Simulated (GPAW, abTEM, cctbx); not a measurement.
# AlGa3C: the scripts behind a bonding study

Short scripts, each with its output. The start was made by putting kin elements into a known structure type; the compound need not exist, or be stable, in this form.

## Step 1: Relax the structure

```text
cell
1.0
     4.125000000    0.000000000    0.000000000
     0.000000000    4.125000000    0.000000000
     0.000000000    0.000000000    4.125000000
Ga Al C
3 1 1
Direct
0.500000000 0.000000000 0.500000000
0.500000000 0.500000000 0.000000000
0.000000000 0.500000000 0.500000000
0.000000000 0.000000000 0.000000000
0.500000000 0.500000000 0.500000000
```

```python
from ase.constraints import FixSymmetry
from ase.filters import FrechetCellFilter
from ase.io import read, write
from ase.optimize import BFGS
from ase.parallel import parprint
from gpaw import GPAW, PW, FermiDirac

atoms = read("start.vasp")
atoms.set_constraint(FixSymmetry(atoms))
atoms.calc = GPAW(mode=PW(670), xc="PBE", kpts={"size": (4, 4, 4), "gamma": True},
                 occupations=FermiDirac(0.05), maxiter=120, symmetry={"tolerance": 1e-5}, txt="relax.txt")
BFGS(FrechetCellFilter(atoms), maxstep=0.15).run(fmax=0.03, steps=40)
parprint("cell  %.4f %.4f %.4f  %.2f %.2f %.2f" % tuple(atoms.cell.cellpar()))
parprint("volume %.3f A^3, largest force %.3f eV/A, largest stress %.2f GPa" % (atoms.get_volume(), abs(atoms.get_forces()).max(), 160.218 * abs(atoms.get_stress()).max()))
atoms.set_constraint()
write("relaxed.vasp", atoms, direct=True)
```

```console
$ OMP_NUM_THREADS=1 mpirun -n 4 gpaw python run.py > gpaw.log
```

```text
      Step        Energy          fmax
BFGS:    0      -16.949834        1.696061
BFGS:    1      -17.066936        1.518291
BFGS:    2      -17.528943        0.575575
BFGS:    3      -17.625050        0.129386
BFGS:    4      -17.631191        0.016864
cell  4.3734 4.3734 4.3734  90.00 90.00 90.00
volume 83.648 A^3, largest force 0.000 eV/A, largest stress 0.16 GPa
```

Time: 16 s on 4 cores of Intel(R) Xeon(R) Platinum 8488C (Sapphire Rapids) (shared host), peak memory 0.79 GiB.

## Step 2: Build the all-electron density and subtract free atoms

```text
cell
1.0
     4.373396060    0.000000000    0.000000000
     0.000000000    4.373396060    0.000000000
     0.000000000    0.000000000    4.373396060
Ga Al C
3 1 1
Direct
0.500000000 0.000000000 0.500000000
0.500000000 0.500000000 0.000000000
0.000000000 0.500000000 0.500000000
0.000000000 0.000000000 0.000000000
0.500000000 0.500000000 0.500000000
```

```python
import numpy as np
from ase.io import read
from ase.units import Bohr
from gpaw import GPAW, PW, FermiDirac
from gpaw.calculator import GPAW as OldGPAW
from gpaw.mpi import serial_comm, world
from scipy.special import erfc
from scipy.spatial import cKDTree

atoms = read("cell.vasp")
atoms.calc = GPAW(mode=PW(550), xc="PBE", kpts={"size": (4, 4, 4), "gamma": True},
                 occupations=FermiDirac(0.05), maxiter=120, symmetry={"tolerance": 1e-5}, txt="scf.txt")
atoms.get_potential_energy()
rho = atoms.calc.get_all_electron_density(gridrefinement=2)
moments = atoms.get_magnetic_moments() if atoms.calc.get_number_of_spins() == 2 else np.zeros(len(atoms))
total = atoms.get_magnetic_moment() if moments.any() else 0.0
if world.rank == 0:
    free = OldGPAW(mode=PW(550), xc="PBE", txt=None, communicator=serial_comm)
    neutral = atoms.copy()
    neutral.set_initial_magnetic_moments(None)
    free.initialize(neutral)
    free.set_positions(neutral)
    drho = rho - free.get_all_electron_density(gridrefinement=2)
    # GPAW starts from confined atoms: exchange their smooth part for that of the datasets' free atoms
    h = np.stack(np.meshgrid(*[np.fft.fftfreq(n, 1 / n) for n in drho.shape], indexing="ij"), -1)
    gabs = np.linalg.norm(h @ atoms.cell.reciprocal(), axis=-1)
    tails = np.fft.fftn(free.get_pseudo_density(gridrefinement=2))
    g, form, v0 = np.linspace(0, gabs.max(), 1500), {}, 0
    for e in set(atoms.symbols):
        idx = atoms.symbols.search(e)
        d = free.setups[idx[0]].data
        r, w = d.rgd.r_g * Bohr, d.rgd.r_g**2 * d.rgd.dr_g
        j0 = np.sinc(2 * g[:, None] * r)
        smooth = sum(f * p**2 for f, p in zip(d.f_j, d.phit_jg)) + np.sqrt(4 * np.pi) * d.nct_g
        full = sum(f * p**2 for f, p in zip(d.f_j, d.phi_jg)) + np.sqrt(4 * np.pi) * d.nc_g
        phase = sum(np.exp(-2j * np.pi * h @ s) for s in atoms.get_scaled_positions()[idx])
        tails -= np.interp(gabs, g, j0 @ (smooth * w)) * phase * drho.size / atoms.get_volume()
        form[e] = j0 @ (full * w)
        v0 += 2 * np.pi / 3 * 14.3996 * (full * w * r**2).sum() * len(idx)  # V A^3
    tails *= 0.5 * erfc((gabs - 1.8) / 0.25)  # the tails differ at long wavelengths alone
    drho += np.fft.ifftn(tails).real  # crystal minus superposed spherical free atoms
    np.save("drho.npy", drho)
    dv = atoms.get_volume() / drho.size
    print("grid", drho.shape, " electrons %.3f" % (rho.sum() * dv), " moved by bonding %.3f e" % (abs(drho).sum() * dv / 2))
    pts = np.indices(drho.shape).reshape(3, -1).T / drho.shape @ atoms.cell
    shifts = (np.indices((3, 3, 3)).reshape(3, -1).T - 1) @ atoms.cell
    images = (atoms.positions[None] + shifts[:, None]).reshape(-1, 3)
    dist, idx = cKDTree(images).query(pts, k=4)
    out = drho.ravel()[dist[:, 0] > 0.5]
    print("deformation density beyond 0.5 A of the nuclei: max %.3f, min %.3f e/A^3" % (out.max(), out.min()))
    tie = dist < dist[:, :1] + 1e-4
    q = -np.bincount((idx % len(atoms))[tie], (drho.ravel()[:, None] / tie.sum(1, keepdims=True) * tie)[tie], len(atoms)) * dv
    print("atom        x       y       z   Voronoi charge  moment")
    for a, s, c, m in zip(atoms, atoms.get_scaled_positions(), q, moments):
        print("%-2s%-3d %7.4f %7.4f %7.4f %10.3f %10.2f" % (a.symbol, a.index + 1, *s, c, m))
    np.savez("free.npz", g=g, **form)
    print("mean inner potential of superposed free atoms %.3f V" % (v0 / atoms.get_volume()))
    print("total magnetic moment %.3f muB" % total)
```

```console
$ OMP_NUM_THREADS=1 mpirun -n 4 gpaw python run.py > gpaw.log
```

```text
grid (48, 48, 48)  electrons 112.000  moved by bonding 0.757 e
deformation density beyond 0.5 A of the nuclei: max 0.100, min -0.054 e/A^3
atom        x       y       z   Voronoi charge  moment
Ga1    0.5000  0.0000  0.5000      0.155       0.00
Ga2    0.5000  0.5000  0.0000      0.155       0.00
Ga3    0.0000  0.5000  0.5000      0.155       0.00
Al4    0.0000  0.0000  0.0000     -0.036       0.00
C 5    0.5000  0.5000  0.5000     -0.429       0.00
mean inner potential of superposed free atoms 17.037 V
total magnetic moment 0.000 muB
```

Time: 6.3 s.

## Step 3: Fourier-transform the difference

```python
from cctbx import adptbx, crystal, miller, xray
from cctbx.eltbx import tiny_pse
import numpy as np

cs = crystal.symmetry(unit_cell=(4.3734, 4.3734, 4.3734, 90, 90, 90), space_group_symbol='Hall: -P 4 2 3')  # Pm-3m
atoms = [  # label, site, U (iso, or U11 U22 U33 U12 U13 U23 in A^2), occupancy
    ("Ga1", (0.5, 0, 0.5), 0.0000, 1),
    ("Al1", (0, 0, 0), 0.0000, 1),
    ("C1", (0.5, 0.5, 0.5), 0.0000, 1),
]
xs = xray.structure(crystal_symmetry=cs)
for label, site, u, occ in atoms:
    u = adptbx.u_cif_as_u_star(cs.unit_cell(), u) if isinstance(u, tuple) else u
    xs.add_scatterer(xray.scatterer(label, site=site, u=u, occupancy=occ))
xs.scattering_type_registry(table="wk1995")
drho = np.load("drho.npy")
T = np.array([[1, 0, 0], [0, 1, 0], [0, 0, 1]])  # conventional axes in terms of the primitive ones
dF = np.fft.ifftn(drho) * 83.64817  # electrons a conventional cell, indexed by primitive hkl
ms = miller.build_set(cs, anomalous_flag=False, d_min=0.9).sort("resolution")
iam = ms.structure_factors_from_scatterers(xs, algorithm="direct").f_calc()
p1 = xs.expand_to_p1()
z = np.array([tiny_pse.table(sc.scattering_type).atomic_number() for sc in p1.scatterers()])
x = np.array(p1.sites_frac())
free = np.load("free.npz")
print("static structure factors of the conventional cell: F in electrons, V (Mott-Bethe) in volts")
print("   h  k  l      d  |F| table  |F| free   |F| DFT   change   |V| free  |V| DFT  change %")
for h, d, table in list(zip(ms.indices(), ms.d_spacings().data(), iam.data()))[:16]:
    df = dF[tuple(np.rint(np.linalg.solve(T, h)).astype(int))]
    phase = np.exp(2j * np.pi * x @ h)
    f = sum(np.interp(1 / d, free["g"], free[sc.scattering_type]) * p for sc, p in zip(p1.scatterers(), phase))
    fz = (z * phase).sum()
    c = 14.3996 * d * d / (np.pi * cs.unit_cell().volume())
    v0, v1 = abs(fz - f) * c, abs(fz - f - df) * c
    print("%4d%3d%3d %7.4f %9.3f %9.3f %9.3f %8.3f %9.3f %8.3f %8s" % (h + (d, abs(table), abs(f), abs(f + df), abs(f + df) - abs(f), v0, v1, "%.1f" % (100 * (v1 / v0 - 1)) if v0 > 0.02 else "-")))
```

```console
$ python run.py
```

```text
static structure factors of the conventional cell: F in electrons, V (Mott-Bethe) in volts
   h  k  l      d  |F| table  |F| free   |F| DFT   change   |V| free  |V| DFT  change %
   0  1  0  4.3734    22.157    22.130    22.348    0.218     1.960    1.732    -11.7
   0  1  1  3.0925    12.377    12.379    12.095   -0.283     0.198    0.050    -74.9
   1  1  1  2.5250    80.605    80.540    80.049   -0.491     6.798    6.970      2.5
   0  2  0  2.1867    83.705    83.516    83.499   -0.017     7.463    7.468      0.1
   0  2  1  1.9558    17.494    17.420    17.502    0.082     1.379    1.362     -1.3
   1  2  1  1.7854    11.407    11.307    11.351    0.044     0.121    0.113     -6.4
   0  2  2  1.5462    72.093    71.767    71.798    0.031     5.271    5.267     -0.1
   1  2  2  1.4578    14.892    14.826    14.769   -0.056     1.068    1.075      0.6
   0  3  0  1.4578    14.892    14.826    14.865    0.039     1.068    1.064     -0.4
   0  3  1  1.3830    10.171    10.098    10.115    0.017     0.199    0.198     -0.9
   1  3  1  1.3186    61.702    61.432    61.571    0.139     3.675    3.661     -0.4
   2  2  2  1.2625    63.935    63.707    63.784    0.078     4.218    4.211     -0.2
   0  3  2  1.2130    13.164    13.132    13.130   -0.002     0.876    0.876      0.0
   1  3  2  1.1688     9.112     9.069     9.111    0.042     0.219    0.216     -1.4
   0  4  0  1.0933    57.645    57.486    57.608    0.121     3.571    3.563     -0.2
   2  3  2  1.0607    11.929    11.911    11.905   -0.005     0.745    0.746      0.0
```

Time: 0.22 s on 1 core of Intel(R) Xeon(R) Platinum 8488C (Sapphire Rapids) (shared host), peak memory 0.08 GiB.

## Step 4: Rock the beam across one reflection

```python
import abtem
import numpy as np
from ase.build import make_supercell
from ase.io import read

abtem.config.set({"dask.lazy": False, "fft": "fftw", "diagnostics.progress_bar": False})
M = [[0, 1, 0], [-1, 0, 0], [0, 0, 1]]  # rows: x, y and beam direction in the primitive cell's axes
unit = make_supercell(read("cell.vasp"), M)
unit.set_cell(list(unit.cell.lengths()) + [90, 90, 90], scale_atoms=True)
unit.positions[:, 2] += 1.0933  # keeps atomic planes off the slice boundaries
unit.wrap()
slab = unit * (1, 1, 208)
print(slab.get_chemical_formula(), "| box %.2f x %.2f x %.2f A" % tuple(slab.cell.lengths()))

# change of the potential by bonding, from the DFT deformation density (Poisson's equation term by term)
drho = np.load("drho.npy")
prim = read("cell.vasp")
h = np.stack(np.meshgrid(*[np.fft.fftfreq(n, 1 / n) for n in drho.shape], indexing="ij"), -1).reshape(-1, 3).astype(int)
g2 = ((h @ prim.cell.reciprocal()) ** 2).sum(1)
keep = (g2 > 0) & (g2 < 2.5**2)
shape = (98, 98, 26)
vg = np.zeros(shape, complex)
hm = h[keep] @ np.array(M).T
move = np.exp(-2j * np.pi * hm[:, 2] * (1.0933 / unit.cell[2, 2] - 0.5 / shape[2]))  # the same shift, sampled at mid-points
vg[tuple(hm.T % np.array(shape)[:, None])] = -14.3996 / np.pi * (np.fft.fftn(drho).ravel() / drho.size)[keep] / g2[keep] * move
dV = np.fft.ifftn(vg).real * vg.size
dV = dV.reshape(98, 98, 2, 13).mean(3) * unit.cell[2, 2] / 2  # V A, projected in each slice
dV = np.tile(dV.transpose(2, 0, 1), (208, 1, 1))


def build(atoms):
    p = abtem.Potential(atoms, gpts=(98, 98), slice_thickness=[slab.cell[2, 2] / 416] * 416,
                        parametrization="lobato", projection="infinite", exit_planes=104).build()
    p.array[:] += BONDING * dV
    return p


def potentials():
    yield build(slab)  # atoms at rest


for label, BONDING in (("IAM", 0.0), ("DFT", 1.0)):
    print("=====", label)
    potential = build(slab)
    print("grid", potential.gpts, "slices", potential.num_slices)
    thickness = potential.exit_thicknesses
    h = np.array(M) @ np.linalg.solve(np.array([[1, 0, 0], [0, 1, 0], [0, 0, 1]]), [1, 0, 0])
    ix, iy = round(h[0]) * 1, round(h[1]) * 1
    gxy = h[:2] / unit.cell.lengths()[:2]
    along = gxy / np.hypot(*gxy)
    across = np.array([-along[1], along[0]])
    bragg = 500 * abtem.PlaneWave(energy=300000).wavelength * np.hypot(*gxy)
    print("Bragg angle %.3f mrad; beam tilted 46 mrad off the zone axis across the row" % bragg)
    print("dark-field intensity of 1 0 0 against tilt along the row, in Bragg angles")
    print("  t (A)" + "".join("%8.2f" % s for s in [0.2, 0.4, 0.6, 0.8, 1.0, 1.2, 1.4, 1.6, 1.8, 2.0, 2.2, 2.4, 2.6]))
    rows = []
    row = [(n * ix, n * iy) for n in range(-8, 9)]
    for s in [0.2, 0.4, 0.6, 0.8, 1.0, 1.2, 1.4, 1.6, 1.8, 2.0, 2.2, 2.4, 2.6]:
        tilt = -s * bragg * along + 46 * across
        dp = abtem.PlaneWave(energy=300000, tilt=tuple(tilt)).multislice(potential).diffraction_patterns(max_angle="valid").array
        rows.append(dp[:, dp.shape[1] // 2 + ix, dp.shape[2] // 2 + iy])
        if s == 1.0:
            cx, cy = dp.shape[1] // 2, dp.shape[2] // 2
            share = sum(dp[:, cx + i, cy + j] for i, j in row if abs(i) < cx and abs(j) < cy) / dp.sum(axis=(1, 2))
            total = dp.sum(axis=(1, 2))
    for t, a in list(zip(thickness, np.array(rows).T))[1:]:
        print("%7.1f" % t + "".join("%8.4f" % v for v in a))
    print("at the Bragg tilt, share in the row:", share[1:].round(3).tolist(), "total:", total[1:].round(3).tolist())
```

```console
$ python run.py
```

```text
C208Al208Ga624 | box 4.37 x 4.37 x 909.67 A
===== IAM
grid (98, 98) slices 416
Bragg angle 2.251 mrad; beam tilted 46 mrad off the zone axis across the row
dark-field intensity of 1 0 0 against tilt along the row, in Bragg angles
  t (A)    0.20    0.40    0.60    0.80    1.00    1.20    1.40    1.60    1.80    2.00    2.20    2.40    2.60
  227.4  0.1121  0.1239  0.1344  0.1414  0.1437  0.1411  0.1338  0.1232  0.1114  0.0995  0.0879  0.0764  0.0644
  454.8  0.1639  0.2137  0.2727  0.3281  0.3509  0.3288  0.2732  0.2142  0.1642  0.1354  0.1278  0.1300  0.1295
  682.2  0.1610  0.2345  0.2970  0.3325  0.3235  0.3346  0.2964  0.2340  0.1613  0.1666  0.1005  0.1014  0.1064
  909.7  0.0234  0.1126  0.0867  0.1634  0.2213  0.1644  0.0866  0.1124  0.0236  0.0945  0.0252  0.0849  0.0517
at the Bragg tilt, share in the row: [0.8130000233650208, 0.7960000038146973, 0.7350000143051147, 0.7419999837875366] total: [0.9919999837875366, 0.984000027179718, 0.9769999980926514, 0.968999981880188]
===== DFT
grid (98, 98) slices 416
Bragg angle 2.251 mrad; beam tilted 46 mrad off the zone axis across the row
dark-field intensity of 1 0 0 against tilt along the row, in Bragg angles
  t (A)    0.20    0.40    0.60    0.80    1.00    1.20    1.40    1.60    1.80    2.00    2.20    2.40    2.60
  227.4  0.0927  0.1022  0.1109  0.1168  0.1187  0.1165  0.1104  0.1016  0.0920  0.0827  0.0736  0.0646  0.0553
  454.8  0.1476  0.1949  0.2501  0.3010  0.3212  0.3015  0.2505  0.1953  0.1478  0.1202  0.1134  0.1144  0.1121
  682.2  0.1635  0.2372  0.2995  0.3413  0.3321  0.3433  0.2989  0.2366  0.1637  0.1646  0.1085  0.1130  0.1202
  909.7  0.0304  0.1574  0.1373  0.2380  0.3070  0.2392  0.1371  0.1570  0.0306  0.1187  0.0326  0.1068  0.0740
at the Bragg tilt, share in the row: [0.8130000233650208, 0.796999990940094, 0.7450000047683716, 0.7639999985694885] total: [0.9919999837875366, 0.984000027179718, 0.9769999980926514, 0.968999981880188]
```

Time: 12 s.

[Outputs are excerpts: Python notices, other lines and further rows are left out; steps that failed or that the build refused (PBEsol, TPSS) are not shown.]

[Logs are printed without paths, hosts, clocks, repeated set-up lines and the standing remarks that a program may print on its own settings, such as how far it seeks lower states.]
